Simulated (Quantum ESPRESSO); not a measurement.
**LiCl (Fm-3m): a mode Grüneisen parameter, worked out**

Wanted: a fit of frequency against volume for LiCl (Fm-3m), tested on a run that is left out of it.

Calculated with Quantum ESPRESSO 7.5; DFT PBE, scalar-relativistic, plane waves, PseudoDojo norm-conserving pseudopotentials.

The database entry behind the starting cell differs from later determinations by our own check (0.1 to 0.3 % short, probably kX units), so it need not match the best structure at ambient conditions.

### Step 1. The relaxed structure

Symmetry: Fm-3m, No. 225, cubic system. The conventional cell has a = 5.150 Å, b = 5.150 Å, c = 5.150 Å, α = 90.00°, β = 90.00°, γ = 90.00°. Nearest to Li lie 6 Cl at 2.57 Å. Nearest to Cl lie 6 Li at 2.57 Å. Farther neighbours and most contacts between anions are not listed.

This is the cell after its relaxation at this level of theory, not the database cell from which that began.

### Step 2. Runs at several volumes

The relaxed cell is scaled uniformly; in this structure symmetry fixes all atoms, so nothing has to be relaxed anew. Each volume gets a ground state and a response at Γ. The mode followed is the highest one without the macroscopic field, of symmetry T1u; longitudinal polar modes lie higher. Cutoff 81 Ry, k mesh 8×8×8.

From the response at V/V₀ = 0.97:

The log of the run:

```text
[banners, grids, parts of the stress and lines that vanish by symmetry left out]
Program PHONON v.7.5
     Reading xml data from directory:

[...]
Exchange-correlation= PBE
                           (   1   4   3   4   0   0   0)
[...]
kinetic-energy cut-off    =      81.0000  Ry
     charge density cut-off    =     324.0000  Ry
     convergence threshold     =      1.0E-18
[...]
Exchange-correlation= PBE
                           (   1   4   3   4   0   0   0)
[...]
q = (   0.0000000   0.0000000   0.0000000 )
     49 Sym.Ops. (with q -> -q+G )
     G cutoff =  380.8429  (  22123 G-vectors)     FFT grid: ( 40, 40, 40)
     number of k points=    29
[...]
Mode symmetry, O_h (m-3m)  point group:
[...]
Dielectric constant
[...]
End of electric fields calculation
          Dielectric constant in cartesian axis
          (       2.989331369       0.000000000       0.000000000 )
          (       0.000000000       2.989331369      -0.000000000 )
          (       0.000000000      -0.000000000       2.989331369 )
          Effective charges (d Force / dE) in cartesian axis without acoustic sum rule applied (asr)
           atom    1  Li    Mean Z*:        1.18344
      Ex  (        1.18344       -0.00000       -0.00000 )
      Ey  (       -0.00000        1.18344       -0.00000 )
      Ez  (       -0.00000       -0.00000        1.18344 )
           atom    2  Cl    Mean Z*:       -1.18409
      Ex  (       -1.18409       -0.00000       -0.00000 )
      Ey  (       -0.00000       -1.18409       -0.00000 )
      Ez  (       -0.00000        0.00000       -1.18409 )
          Effective charges Sum: Mean:       -0.00065
[...]
Effective charges (d Force / dE) in cartesian axis with asr applied:
           atom    1  Li    Mean Z*:        1.18377
[...]
atom    2  Cl    Mean Z*:       -1.18377
[...]
Representation #   1 modes #   1   2   3
[...]
End of self-consistent calculation
     Convergence has been achieved
     Representation #   2 modes #   4   5   6
[...]
End of self-consistent calculation
     Convergence has been achieved
[...]
Dielectric constant in cartesian axis
          (       2.989331369       0.000000000       0.000000000 )
          (       0.000000000       2.989331369      -0.000000000 )
          (       0.000000000      -0.000000000       2.989331369 )
          Effective charges (d Force / dE) in cartesian axis without acoustic sum rule applied (asr)
           atom    1  Li    Mean Z*:        1.18344
      Ex  (        1.18344       -0.00000       -0.00000 )
      Ey  (       -0.00000        1.18344       -0.00000 )
      Ez  (       -0.00000       -0.00000        1.18344 )
           atom    2  Cl    Mean Z*:       -1.18409
      Ex  (       -1.18409       -0.00000       -0.00000 )
      Ey  (       -0.00000       -1.18409       -0.00000 )
      Ez  (       -0.00000        0.00000       -1.18409 )
          Effective charges Sum: Mean:       -0.00065
[...]
Effective charges (d Force / dE) in cartesian axis with asr applied:
           atom    1  Li    Mean Z*:        1.18377
[...]
atom    2  Cl    Mean Z*:       -1.18377
[...]
q = (    0.000000000   0.000000000   0.000000000 )
[...]
freq (    1) =       0.108136 [THz] =       3.607020 [cm-1]
     freq (    2) =       0.108136 [THz] =       3.607020 [cm-1]
     freq (    3) =       0.108136 [THz] =       3.607020 [cm-1]
     freq (    4) =       5.673119 [THz] =     189.234883 [cm-1]
     freq (    5) =       5.673119 [THz] =     189.234883 [cm-1]
     freq (    6) =       5.673119 [THz] =     189.234883 [cm-1]
[...]
Mode symmetry, O_h (m-3m)  point group:
     freq (   1-   3) =          3.6  [cm-1]   --> T_1u G_15  G_4- I
     freq (   4-   6) =        189.2  [cm-1]   --> T_1u G_15  G_4- I

   JOB DONE.
```

One volume, V/V₀ = 1, is held back as a test.

| V/V₀ | volume (Å³/atom) | pressure (GPa) | ω (cm⁻¹) |
| --- | --- | --- | --- |
| 0.97 | 16.561 | 1.03 | 189.23 |
| 1 | 17.074 | 0.00 | held back |
| 1.03 | 17.586 | -0.88 | 145.98 |

### Step 3. The fit

The mode Grüneisen parameter is γ = −d ln ω / d ln V.

| ln(V/V₀) | ln ω |
| --- | --- |
| -0.0305 | 5.2430 |
| 0.0296 | 4.9835 |

A straight line through these points has the slope -4.324, so γ = 4.32; at V/V₀ = 1 it predicts ω = exp(5.1113 + 0.0000) = 165.88 cm⁻¹.

A parabola of pressure against ln V through V/V₀ = 0.97, 1 and 1.03 gives the bulk modulus B = −dP/d ln V = 32 GPa at V₀. With ω₀ from the fitted line the pressure coefficient follows as dω/dP = γ ω₀ / B = 4.32 × 165.9 / 32 = 22.5 cm⁻¹/GPa.

### Step 4. The run that was held back

The log of the run:

```text
[banners, grids, parts of the stress and lines that vanish by symmetry left out]
[banner, memory and clock lines left out]
Program PHONON v.7.5

[...]
Exchange-correlation= PBE
                           (   1   4   3   4   0   0   0)
[...]
(   8 q-points):
[...]
kinetic-energy cut-off    =      81.0000  Ry
     charge density cut-off    =     324.0000  Ry
     convergence threshold     =      1.0E-18
[...]
Exchange-correlation= PBE
                           (   1   4   3   4   0   0   0)
[...]
q = (   0.0000000   0.0000000   0.0000000 )
     49 Sym.Ops. (with q -> -q+G )
     G cutoff =  388.6554  (  22659 G-vectors)     FFT grid: ( 40, 40, 40)
     number of k points=    29
[...]
Mode symmetry, O_h (m-3m)  point group:
[...]
Dielectric constant
[...]
End of electric fields calculation
          Dielectric constant in cartesian axis
          (       2.949128464       0.000000000       0.000000000 )
          (       0.000000000       2.949128464      -0.000000000 )
          (       0.000000000      -0.000000000       2.949128464 )
          Effective charges (d Force / dE) in cartesian axis without acoustic sum rule applied (asr)
           atom    1  Li    Mean Z*:        1.18867
      Ex  (        1.18867       -0.00000        0.00000 )
      Ey  (       -0.00000        1.18867       -0.00000 )
      Ez  (        0.00000       -0.00000        1.18867 )
           atom    2  Cl    Mean Z*:       -1.18929
      Ex  (       -1.18929       -0.00000        0.00000 )
      Ey  (       -0.00000       -1.18929       -0.00000 )
[...]
Convergence has been achieved
[...]
Convergence has been achieved
[...]
Convergence has been achieved
[...]
q = (    0.000000000  -0.707106781   0.000000000 )
[...]
freq (    5) =       5.709765 [THz] =     190.457253 [cm-1]
     freq (    6) =       6.291864 [THz] =     209.874007 [cm-1]
[...]
Mode symmetry, D_4h(4/mmm) point group:
     freq (   1-   2) =        127.1  [cm-1]   --> E_u  X_5' M_5'
     freq (   3-   4) =        181.3  [cm-1]   --> E_u  X_5' M_5'
     freq (   5-   5) =        190.5  [cm-1]   --> A_2u X_4' M_4'
     freq (   6-   6) =        209.9  [cm-1]   --> A_2u X_4' M_4'
[...]
Mode symmetry, D_2d (-42m) point group:
[...]
Representation #   1 mode #   1
[...]
Convergence has been achieved
     Representation #   2 mode #   2
[...]
Convergence has been achieved
     Representation #   3 modes #   3   4
[...]
End of self-consistent calculation
     Convergence has been achieved
     Representation #   4 modes #   5   6
[...]
End of self-consistent calculation
     Convergence has been achieved
[...]
q = (   -0.353553391  -0.707106781   0.000000000 )
[...]
freq (    1) =       4.325966 [THz] =     144.298681 [cm-1]
     freq (    2) =       5.000778 [THz] =     166.808013 [cm-1]
     freq (    3) =       5.000778 [THz] =     166.808013 [cm-1]
     freq (    4) =       5.928418 [THz] =     197.750729 [cm-1]
     freq (    5) =       5.928418 [THz] =     197.750729 [cm-1]
     freq (    6) =       7.088816 [THz] =     236.457443 [cm-1]
[...]
Mode symmetry, D_2d (-42m) point group:
     freq (   1-   1) =        144.3  [cm-1]   --> A_1  X_1  W_1
     freq (   2-   3) =        166.8  [cm-1]   --> E    X_5  W_3
     freq (   4-   5) =        197.8  [cm-1]   --> E    X_5  W_3
     freq (   6-   6) =        236.5  [cm-1]   --> B_2  X_3  W_2
```

It gives 167.72 cm⁻¹ against the predicted 165.88 cm⁻¹, a miss of 2 cm⁻¹.

### Step 5. What came out

| Item | Value |
| --- | --- |
| mode Grüneisen parameter | 4.324 |
| bulk modulus | 31.8 GPa |
| pressure coefficient | 22.5 cm⁻¹/GPa |

What this shows: The highest optical mode of LiCl (Fm-3m) without the LO-TO term stiffens by 22.5 cm⁻¹ a GPa near the relaxed volume, with γ = 4.32. The power law meets all 3 runs within 1.10 %; between neighbouring volumes γ runs from 3.96 to 4.70. Such a coefficient turns a measured shift of this mode into a hydrostatic stress; uniaxial or biaxial stress splits the mode and needs deformation potentials. These are harmonic values at zero temperature for the structure held cubic, which a run at Γ can't show to be stable; the bulk modulus rests on three points.

[Host names and launcher messages were left out of these logs when they were recorded.]

[Logs are printed without paths, hosts, clocks, repeated set-up lines and the standing remarks that a program may print on its own settings, such as how far it seeks lower states.]

[Hosts, paths, dates, database ids (printed as entryN), source tags and the programs' standing remarks are cut or masked in the printed files.]
